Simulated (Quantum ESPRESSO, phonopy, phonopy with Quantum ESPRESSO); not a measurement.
# SrCl2 (Fm-3m): a volume series of phonon spectra, part 8 of 8

Wanted: mode Grüneisen parameters of SrCl2 and a free-energy fit over volumes.

Quantum ESPRESSO 7.5; DFT PBE, scalar-relativistic, plane waves, GBRV ultrasoft pseudopotentials.

So far. Step 21 (Ground state at this cell, V/V0 0.97): The run ends at a pressure of 1.10 GPa. Step 22 (Zone-centre response): The Born charges sum to zero within 0.0011 e; the rest is removed before use. Acoustic frequencies in this log differ from zero by the error of the sum rule, which ph.x does not impose.

### 24. Lattice dynamics at this volume, V/V0 0.97

This step: DFT PBE, scalar-relativistic, plane waves, GBRV ultrasoft pseudopotentials (phonopy with Quantum ESPRESSO 4.10.0 / 7.5).

Run time: 4.6 min. Hardware: 8 threads of Arm Neoverse V2, shared host; 35 min of CPU time.

Phonopy, LO-TO term from ph.x's tensors. The phonon branches at the labelled points (cm⁻¹):

| point | branch 1 | branch 2 | branch 3 | branch 4 | branch 5 | branch 6 | branch 7 | branch 8 | branch 9 |
| --- | --- | --- | --- | --- | --- | --- | --- | --- | --- |
| Γ | 0 | 0 | 0 | 137 | 137 | 180 | 180 | 180 | 225 |
| halfway | 47 | 47 | 102 | 122 | 122 | 139 | 186 | 186 | 219 |
| X | 72 | 79 | 79 | 99 | 99 | 150 | 188 | 188 | 209 |
| halfway | 75 | 79 | 86 | 103 | 104 | 146 | 187 | 187 | 207 |
| U | 78 | 83 | 102 | 113 | 114 | 137 | 182 | 184 | 203 |
| jump to K | 78 | 83 | 102 | 113 | 114 | 137 | 182 | 184 | 203 |
| halfway | 54 | 62 | 94 | 121 | 153 | 159 | 166 | 184 | 204 |
| Γ | 0 | 0 | 0 | 137 | 137 | 180 | 180 | 180 | 225 |
| halfway | 49 | 49 | 80 | 141 | 141 | 173 | 173 | 173 | 206 |
| L | 65 | 65 | 128 | 155 | 155 | 157 | 157 | 166 | 176 |
| halfway | 73 | 87 | 112 | 122 | 126 | 156 | 158 | 189 | 192 |
| W | 85 | 88 | 91 | 113 | 113 | 155 | 155 | 197 | 199 |
| halfway | 78 | 82 | 90 | 97 | 116 | 143 | 180 | 191 | 206 |
| X | 72 | 79 | 79 | 99 | 99 | 150 | 188 | 188 | 209 |

The phonon branches as a text plot (rows in cm⁻¹):

```
    220 |*********                 ********
    211 |         *******        **        **                 ***
    201 |                ***  ***            **          *****
    192 |       *******     **                 *     ****  ******
    182 |*******       ********************     * ****       ***
    173 | ***              ***   ****      ****  ****       *
    164 |                     *****            *******     *
    154 |    *       *        ***               ***********
    145 |          ** ***   **** ****       ****  **       ******
    136 |**** **  *      *****     *********        *
    126 |    ***           *     **             ********    *
    117 |       **        *******                    * ***** *
    108 |         *    *** *****               *      *    *  **
     98 |     **  ****** **     *            **        **   *****
     89 |              **  *                          ****** **
     80 |    *     ***********   **         *        * ***  *****
     70 |         *  **     ****                  *****        **
     61 |       **              *          * *****
     51 |  ** **                *****       *
     42 |                        **      ***
     33 | *  *                     **
     23 |  **                      ***  ***
     14 | *                          *  *
      5 |*                            **
         Γ           X  U|K            Γ         L        W     X
```

No mode is imaginary beyond numerical noise along the path. The highest zone-centre mode (no LO–TO term) moved by +5.3 % for a volume change of -3.0 %.

The time given is that of the 2 pw.x runs on displaced cells behind this step.

### 25. Self-consistent run, V/V0 1.05

A tight ground state at this cell gives the energy of this member; its pressure is the stress at this cutoff, which can carry an offset from the finite basis.

This step: DFT PBE, scalar-relativistic, plane waves, GBRV ultrasoft pseudopotentials (Quantum ESPRESSO 7.5).

System of this step: SrCl2. It takes space group Fm-3m (No. 225, cubic). Conventional cell: a = 7.155 Å, b = 7.155 Å, c = 7.155 Å, α = 90.00°, β = 90.00°, γ = 90.00°. Nearest to Sr lie 8 Cl at 3.10 Å. Cl has 4 Sr at 3.10 Å nearest. Farther neighbours and most contacts between anions are not listed.

scf.in

```
&CONTROL
  calculation = 'scf'
  prefix      = 'x'
  outdir      = './tmp'
  pseudo_dir  = './pseudo'
  tprnfor     = .true.
  tstress     = .true.
/
&SYSTEM
  ibrav       = 0
  nat         = 3
  ntyp        = 2
  ecutwfc     = 40.0
  ecutrho     = 240.0
  occupations = 'fixed'
  nbnd        = 14
/
&ELECTRONS
  conv_thr         = 1.0d-12
  mixing_beta      = 0.7
  electron_maxstep = 100
/
ATOMIC_SPECIES
 Sr     87.6200  Sr.upf
 Cl     35.4500  Cl.upf
CELL_PARAMETERS angstrom
     0.000000000    3.577331868    3.577331868
     3.577331868    0.000000000    3.577331868
     3.577331868    3.577331868    0.000000000
ATOMIC_POSITIONS crystal
 Sr     0.000000000   0.000000000   0.000000000
 Cl     0.250000000   0.250000000   0.250000000
 Cl     0.750000000   0.750000000   0.750000000
K_POINTS automatic
 8 8 8 0 0 0
```

Started as:

```console
$ OMP_NUM_THREADS=1 mpirun -n 8 pw.x -nk 8 -in scf.in > scf.out
```

Log:

```text
[banner, memory and clock lines left out]
Program PWSCF v.7.5

     Message from routine setup:
     using ibrav=0 with symmetry is DISCOURAGED, use correct ibrav instead

     G-vector sticks info

     bravais-lattice index     =            0
     lattice parameter (alat)  =       9.5603  a.u.
     unit-cell volume          =     617.8802 (a.u.)^3
     number of atoms/cell      =            3
     number of atomic types    =            2
     number of electrons       =        24.00
[...]
atom    3 type  2   force =    -0.00000000   -0.00000000    0.00000000

     Total force =     0.000000     Total SCF correction =     0.000000

     Computing stress (Cartesian axis) and pressure

     negative rho (up, down):  9.631E-02 0.000E+00
          total   stress  (Ry/bohr**3)                   (kbar)     P=      -14.69
[...]
0.00000000  -0.00009987   0.00000000            0.00      -14.69        0.00
   0.00000000   0.00000000  -0.00009987            0.00        0.00      -14.69

     XML data file, charge density, pseudopotentials, collected wavefunctions
[key lines of the parts left out:]
!    total energy              =    -137.27855800 Ry
convergence has been achieved in  13 iterations
```

The job ended after 7.5 s (8 MPI ranks; 56 s of CPU time).

The run ends at a pressure of -1.47 GPa.

### 26. Zone-centre response

In a polar crystal the Born charges and ε∞ give the long-range dipole term that a finite supercell misses. They are those of this k-mesh and were not tested on a denser one; where the gap is small they converge slowly, and the LO modes with them.

ph.in

```
phonons
&INPUTPH
  prefix = 'x'
  outdir = './tmp'
  fildyn = 'x.dyn'
  tr2_ph = 1.0d-18
  epsil  = .true.
/
0.000000000 0.000000000 0.000000000
```

scf.in is that of step 25.

Started as:

```console
$ OMP_NUM_THREADS=1 mpirun -n 8 ph.x -nk 8 -in ph.in > ph.out
```

Log:

```text
[banner, memory and clock lines left out]
Program PHONON v.7.5

     ./tmp/x.save/

     IMPORTANT: XC functional enforced from input :
     Exchange-correlation= PBE
                           (   1   4   3   4   0   0   0)
     Any further DFT definition will be discarded
     Please, verify this is what you really want

     G-vector sticks info

     Check: negative core charge=   -0.000003

     negative rho (up, down):  9.631E-02 0.000E+00
     Reading collected, re-writing distributed wavefunctions in ./tmp/

     Number and degeneracy of irreps per q-point
[...]
freq (    1) =       0.027704 [THz] =       0.924117 [cm-1]
     freq (    2) =       0.027704 [THz] =       0.924117 [cm-1]
     freq (    3) =       0.027704 [THz] =       0.924117 [cm-1]
[...]
freq (    8) =       4.711960 [THz] =     157.174065 [cm-1]
     freq (    9) =       4.711960 [THz] =     157.174065 [cm-1]
 **************************************************************************

     Mode symmetry, O_h (m-3m)  point group:

     freq (   1-   3) =          0.9  [cm-1]   --> T_1u G_15  G_4- I
     freq (   4-   6) =        107.8  [cm-1]   --> T_1u G_15  G_4- I
     freq (   7-   9) =        157.2  [cm-1]   --> T_2g G_25' G_5+ R
```

Wall time 2.7 min (8 MPI ranks).

ε∞:

```
2.81 0.00 0.00
0.00 2.81 0.00
0.00 0.00 2.81
```

The Born charges sum to zero within 0.0012 e; the rest is removed before use. Acoustic frequencies in this log differ from zero by the error of the sum rule, which ph.x does not impose.

### 27. A displaced supercell

One atom (for the harmonic constants) or a pair of atoms (for the cubic ones) is moved by a few hundredths of an ångström; the forces on all atoms give a column of force constants. The threshold is tight because the forces are small.

System of this step: SrCl2. Symmetry: Imm2, No. 44, orthorhombic system. Conventional cell: a = 10.118 Å, b = 14.309 Å, c = 10.118 Å, α = 90.00°, β = 90.00°, γ = 90.00°. Nearest to Sr lie 8 Cl at 3.08 to 3.11 Å. Sr has 8 Cl at 3.10 Å nearest. Nearest to Sr lie 8 Cl at 3.10 Å. Nearest to Cl lie 4 Sr at 3.08 to 3.10 Å. Farther neighbours and most contacts between anions are not listed.

disp-00001.in

```
&CONTROL
  calculation = 'scf'
  prefix      = 'x'
  outdir      = './tmp'
  pseudo_dir  = './pseudo'
  tprnfor     = .true.
  disk_io     = 'none'
/
&SYSTEM
  ibrav       = 0
  nat         = 24
  ntyp        = 2
  ecutwfc     = 40.0
  ecutrho     = 240.0
  occupations = 'fixed'
  nbnd        = 98
/
&ELECTRONS
  conv_thr         = 1.0d-11
  mixing_beta      = 0.7
  electron_maxstep = 100
/
ATOMIC_SPECIES
 Sr     87.6200  Sr.upf
 Cl     35.4500  Cl.upf
CELL_PARAMETERS angstrom
     0.000000000    7.154663735    7.154663735
     7.154663735    0.000000000    7.154663735
     7.154663735    7.154663735    0.000000000
ATOMIC_POSITIONS crystal
 Sr     0.001976632   0.000000000   0.000000000
 Sr     0.500000000   0.000000000   0.000000000
 Sr     0.000000000   0.500000000   0.000000000
 Sr     0.500000000   0.500000000   0.000000000
 Sr     0.000000000   0.000000000   0.500000000
 Sr     0.500000000   0.000000000   0.500000000
 Sr     0.000000000   0.500000000   0.500000000
 Sr     0.500000000   0.500000000   0.500000000
 Cl     0.125000000   0.125000000   0.125000000
 Cl     0.625000000   0.125000000   0.125000000
 Cl     0.125000000   0.625000000   0.125000000
 Cl     0.625000000   0.625000000   0.125000000
 Cl     0.125000000   0.125000000   0.625000000
 Cl     0.625000000   0.125000000   0.625000000
 Cl     0.125000000   0.625000000   0.625000000
 Cl     0.625000000   0.625000000   0.625000000
 Cl     0.375000000   0.375000000   0.375000000
 Cl     0.875000000   0.375000000   0.375000000
 Cl     0.375000000   0.875000000   0.375000000
 Cl     0.875000000   0.875000000   0.375000000
 Cl     0.375000000   0.375000000   0.875000000
 Cl     0.875000000   0.375000000   0.875000000
 Cl     0.375000000   0.875000000   0.875000000
 Cl     0.875000000   0.875000000   0.875000000
K_POINTS automatic
 2 2 2 0 0 0
```

Started as:

```console
$ OMP_NUM_THREADS=1 mpirun -n 4 pw.x -nk 4 -in disp-00001.in > disp-00001.out
```

Log:

```text
[banner, memory and clock lines left out]
Program PWSCF v.7.5

     Message from routine setup:
     using ibrav=0 with symmetry is DISCOURAGED, use correct ibrav instead

     G-vector sticks info

     bravais-lattice index     =            0
     lattice parameter (alat)  =      19.1207  a.u.
     unit-cell volume          =    4943.0417 (a.u.)^3
     number of atoms/cell      =           24
     number of atomic types    =            2
     number of electrons       =       192.00
[...]
atom    1 type  1   force =     0.00000000   -0.00144704   -0.00144704
     atom    2 type  1   force =    -0.00000000    0.00057056    0.00057056
     atom    3 type  1   force =     0.00027178   -0.00031319    0.00029890
[...]
atom   23 type  2   force =    -0.00004324    0.00017757    0.00017757
     atom   24 type  2   force =     0.00001623    0.00014972    0.00014972

     Total force =     0.002515     Total SCF correction =     0.000003
     Message from routine punch:
     Nothing written, as per user request (disk_io='none')
[key lines of the parts left out:]
!    total energy              =   -1098.22840092 Ry
convergence has been achieved in  13 iterations
```

Elapsed: 5.2 min, on 4 MPI ranks; 20 min of CPU time.

### 28. Lattice dynamics at this volume, V/V0 1.05

This step: DFT PBE, scalar-relativistic, plane waves, GBRV ultrasoft pseudopotentials (phonopy with Quantum ESPRESSO 4.10.0 / 7.5).

Run time: 5.3 min. Hardware: 8 threads.

No mode is imaginary beyond numerical noise along the path. The highest zone-centre mode (no LO–TO term) moved by -8.1 % for a volume change of +5.0 %.

The time given is that of the 2 pw.x runs on displaced cells behind this step.

### 29. Mode Grüneisen parameters

This step: DFT PBE, scalar-relativistic, plane waves, GBRV ultrasoft pseudopotentials (phonopy 4.10.0).

This step gave:

```yaml
share_of_modes_with_a_negative_grueneisen_parameter: 0
```

Mean Grüneisen, by row:

| T (K) | heat-capacity-weighted mean | root mean square |
| --- | --- | --- |
| 50 | 1.992 | 2.118 |
| 100 | 1.975 | 2.082 |
| 200 | 1.956 | 2.058 |
| 300 | 1.952 | 2.053 |
| 500 | 1.949 | 2.05 |
| 800 | 1.949 | 2.049 |

Mean mode Grueneisen parameter against wavenumber:

| wavenumber (cm⁻¹) | mean mode Grueneisen parameter |
| --- | --- |
| 3.6 | - |
| 10.8 | - |
| 18.0 | 1.3 |
| 25.2 | 2 |
| 32.4 | 1.43 |
| 39.6 | 1.44 |
| 46.8 | 1.41 |
| 54.1 | 1.53 |
| 61.3 | 1.42 |
| 68.5 | 1.67 |
| 75.7 | 2.02 |
| 82.9 | 2.46 |
| 90.1 | 2.45 |
| 97.3 | 2.64 |
| 104.5 | 2.33 |
| 111.7 | 2.4 |
| 118.9 | 2.14 |
| 126.1 | 2.28 |
| 133.3 | 2.24 |
| 140.5 | 2.18 |
| 147.7 | 2.11 |
| 154.9 | 2.02 |
| 162.2 | 1.9 |
| 169.4 | 1.72 |
| 176.6 | 1.66 |
| 183.8 | 1.54 |
| 191.0 | 1.37 |
| 198.2 | 1.28 |
| 205.4 | 1.2 |
| 212.6 | 1.17 |

Volume series, by row:

| V/V0 | V (Å³/atom) | pressure (GPa) | E - E0 (meV/atom) | gap (eV) | zero-point energy (meV/atom) | lowest on the path (cm⁻¹) | highest at Gamma without the LO-TO term (cm⁻¹) |
| --- | --- | --- | --- | --- | --- | --- | --- |
| 0.97 | 28.19 | 1.103 | 3.016 | 5.358 | 24.73 | 0 | 180 |
| 0.985 | 28.63 | 0.531 | 0.756 | 5.298 | 24.08 | 0 | 175.5 |
| 1 | 29.07 | 0.004 | 0 | 5.24 | 23.41 | 0 | 171 |
| 1.015 | 29.5 | -0.481 | 0.628 | 5.182 | 22.74 | 0 | 166.8 |
| 1.03 | 29.94 | -0.928 | 2.529 | 5.127 | 22.08 | 0 | 162.6 |
| 1.05 | 30.52 | -1.469 | 6.87 | 5.054 | 21.21 | 0 | 157.2 |

Optical frequency at Gamma without the LO-TO term against V/V0:

| V/V0 | mode 4 (cm⁻¹) | mode 7 (cm⁻¹) |
| --- | --- | --- |
| 0.9700 | 137 | 180 |
| 0.9850 | 131 | 175 |
| 1.0000 | 126 | 171 |
| 1.0150 | 120 | 167 |
| 1.0300 | 115 | 163 |
| 1.0500 | 108 | 157 |

Grüneisen at points, by row:

| point | branch | frequency (cm⁻¹) | mode Grüneisen parameter |
| --- | --- | --- | --- |
| Γ | 4 | 125.9 | 2.93 |
| Γ | 6 | 171 | 1.7 |
| Γ | 9 | 216.9 | 1.15 |
| X | 1 | 61.8 | 5.54 |
| X | 2 | 75.5 | 1.91 |
| X | 4 | 89.9 | 3.31 |
| X | 6 | 145.2 | 1.23 |
| X | 7 | 177.9 | 1.87 |
| X | 9 | 200.7 | 1.3 |
| U | 1 | 73.5 | 4.19 |
| U | 2 | 75.4 | 1.65 |
| U | 3 | 97.4 | 1.86 |
| U | 4 | 105.1 | 2.7 |
| U | 5 | 107.4 | 1.9 |
| U | 6 | 129.8 | 1.91 |
| U | 7 | 171 | 1.98 |
| U | 8 | 174.7 | 1.62 |
| U | 9 | 194.4 | 1.39 |
| K | 1 | 73.5 | 4.19 |
| K | 2 | 75.4 | 1.65 |
| K | 3 | 97.4 | 1.86 |
| K | 4 | 105.1 | 2.7 |
| K | 5 | 107.4 | 1.9 |
| K | 6 | 129.8 | 1.91 |
| K | 7 | 171 | 1.98 |
| K | 8 | 174.7 | 1.62 |
| K | 9 | 194.4 | 1.39 |
| L | 1 | 64.7 | 0.93 |
| L | 3 | 119.5 | 2.67 |
| L | 4 | 145.7 | 2.47 |
| L | 6 | 146.7 | 1.92 |
| L | 8 | 160.9 | 0.89 |
| L | 9 | 169.3 | 1.37 |
| W | 1 | 78.3 | 4.07 |
| W | 2 | 80.7 | 2.22 |
| W | 3 | 82.1 | 3.52 |
| W | 4 | 110.6 | 1.04 |
| W | 6 | 145 | 2.31 |
| W | 8 | 188.8 | 1.63 |

### 30. Free-energy fit

This step gave:

```yaml
volume_expansion_coefficient_at_300_k: 109.9 1e-6/K
isothermal_bulk_modulus_at_300_k: 27.13 GPa
c_p_at_300_k: 26.00 J/mol-atom/K
grueneisen_parameter_at_300_k: 2.223
```

The energy (each curve on its own zero) by volume; values in meV/atom:

| volume (Å³/atom) | static | F at 0 K | F at 300 K | F at 900 K |
| --- | --- | --- | --- | --- |
| 28.195 | 3.02 | 4.7 | 8.88 | 20.1 |
| 28.631 | 0.76 | 1.79 | 4.54 | 11.8 |
| 29.067 | 0 | 0.37 | 1.52 | 4.46 |
| 29.503 | 0.63 | 0.33 | -0.27 | -1.98 |
| 29.939 | 2.53 | 1.57 | -0.85 | -7.32 |
| 30.520 | 6.87 | 5.04 | -0.01 | -13.3 |

Phonopy-qha, vinet fit of F(V) at each temperature; no electronic free energy. Qha vinet, by row:

| T (K) | fitted volume (Å³/atom) | alpha_V (1e-6/K) | B_T (GPa) | C_P (J/mol-atom/K) | Grueneisen |
| --- | --- | --- | --- | --- | --- |
| 75 | 29.35 | 58.06 | 31.87 | 15.91 | 2.057 |
| 100 | 29.4 | 71.36 | 31.35 | 19.34 | 2.077 |
| 125 | 29.46 | 80.07 | 30.82 | 21.38 | 2.093 |
| 150 | 29.52 | 86.36 | 30.28 | 22.69 | 2.109 |
| 175 | 29.59 | 91.35 | 29.74 | 23.59 | 2.126 |
| 200 | 29.65 | 95.62 | 29.2 | 24.26 | 2.144 |
| 225 | 29.73 | 99.47 | 28.68 | 24.79 | 2.163 |
| 250 | 29.8 | 103.1 | 28.15 | 25.24 | 2.182 |
| 275 | 29.88 | 106.5 | 27.64 | 25.63 | 2.203 |
| 300 | 29.96 | 109.9 | 27.13 | 26 | 2.223 |
| 325 | 30.05 | 113.2 | 26.64 | 26.34 | 2.244 |
| 350 | 30.13 | 116.5 | 26.15 | 26.68 | 2.266 |

Volume expansion coefficient, phonopy-qha, Vinet against temperature:

| temperature (K) | volume expansion coefficient, phonopy-qha, Vinet (1e-6/K) |
| --- | --- |
| 75 | 58.1 |
| 100 | 71.4 |
| 125 | 80.1 |
| 150 | 86.4 |
| 175 | 91.3 |
| 200 | 95.6 |
| 225 | 99.5 |
| 250 | 103 |
| 275 | 107 |
| 300 | 110 |
| 325 | 113 |
| 350 | 117 |

The fit gives a volume expansion of 110 × 10⁻⁶/K at 300 K.

### 31. Summary of results

| Item | Value |
| --- | --- |
| volume expansion coefficient at 300 K | 109.9 1e-6/K |
| isothermal bulk modulus at 300 K | 27.13 GPa |
| C_P at 300 K | 26.00 J/mol-atom/K |
| Grüneisen parameter at 300 K | 2.223 |
| mean mode Grüneisen parameter at 300 K | 1.95 |

What this shows: Near room temperature SrCl2 expands by 110 × 10⁻⁶/K in volume by PBE, with C_P = 26.0 J/(mol K) per mole of atoms and B_T = 27.1 GPa. The table stops at 350 K because beyond it the fitted volume comes within 1 % of the largest computed cell, where the fit loses its support. C_P at room temperature is 104 % of the classical 3R an atom. The heat-capacity-weighted Grüneisen parameter goes from 1.99 at 50 K to 1.95 at 800 K. Weighting γ by the density of states and each mode's heat capacity at 300 K, modes below 70 cm⁻¹ give about 10 % of the sum of γC that drives the expansion, those up to 150 cm⁻¹ 62 % and the rest 28 %. Among the labelled points γ is largest for branch 1 at X (61.8 cm⁻¹, 5.5) and smallest for branch 8 at L (161 cm⁻¹, 0.89). The supercell is 8.3 Å across at its narrowest and was not tested against a larger one: only its own wavevectors are exact, and acoustic branches between them, with the entropy at low temperature, can be off.

[Logs are printed without paths, hosts, clocks, repeated set-up lines and the standing remarks that a program may print on its own settings, such as how far it seeks lower states.]

[Hosts, paths, dates, database ids (printed as entryN), source tags and the programs' standing remarks are cut or masked in the printed files.]

[A step with changed settings may run another functional than the one named; its input shows which.]

[Of the runs on displaced cells, only some may be shown.]
